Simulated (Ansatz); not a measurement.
# A thicker film of Ga2O3 (0001) from four thinner ones

In a field along its normal an insulating film takes a dipole p. Written as a length, p/(ε₀AE), it should grow by 1 − 1/ε for each ångström added.

Set-up. Ansatz 0.2.0, plane waves with PAW datasets (its set soft_2), PBEsol; corundum films relaxed at a bulk in-plane lattice constant near the measured one, then held in weak fields of both signs with a dipole correction (A is the cell's area, E the outer field).

```tsv
run	distance between the outer atoms (Å)	p/(ε₀AE) (Å)
3 units	4.521	5.317
4 units	6.880	7.144
5 units	9.173	8.898
6 units	11.408	10.620
8 units	15.906	?
```

Q: Estimate the withheld value from the rows shown.

A least-squares line through the 4 rows shown has slope 0.7695 and intercept 1.8422; no row lies more than 0.008 Å off it. That slope means ε = 1/(1 − 0.7695) = 4.34. At 15.906 it gives 0.7695 × 15.906 + 1.8422 = 14.082 Å, beyond the rows fitted. Rounding and scatter of the rows alone allow about ±0.018 Å there.

The run itself gives 14.082 Å: a miss of 0.000 Å, or 0.0 % of the value. The length is met to within 1 %, though ε is more sensitive than the length: the two thickest films give ε = 4.34.

**Limits.** This is the electronic response alone. A unit is one step of the cut along the normal (a plane, a pair of planes or a cell), and the layers relax along it, away from their bulk spacing where the functional's lattice constant differs from the one held.

[Logs are printed without paths, hosts, clocks, repeated set-up lines and the standing remarks that a program may print on its own settings, such as how far it seeks lower states.]
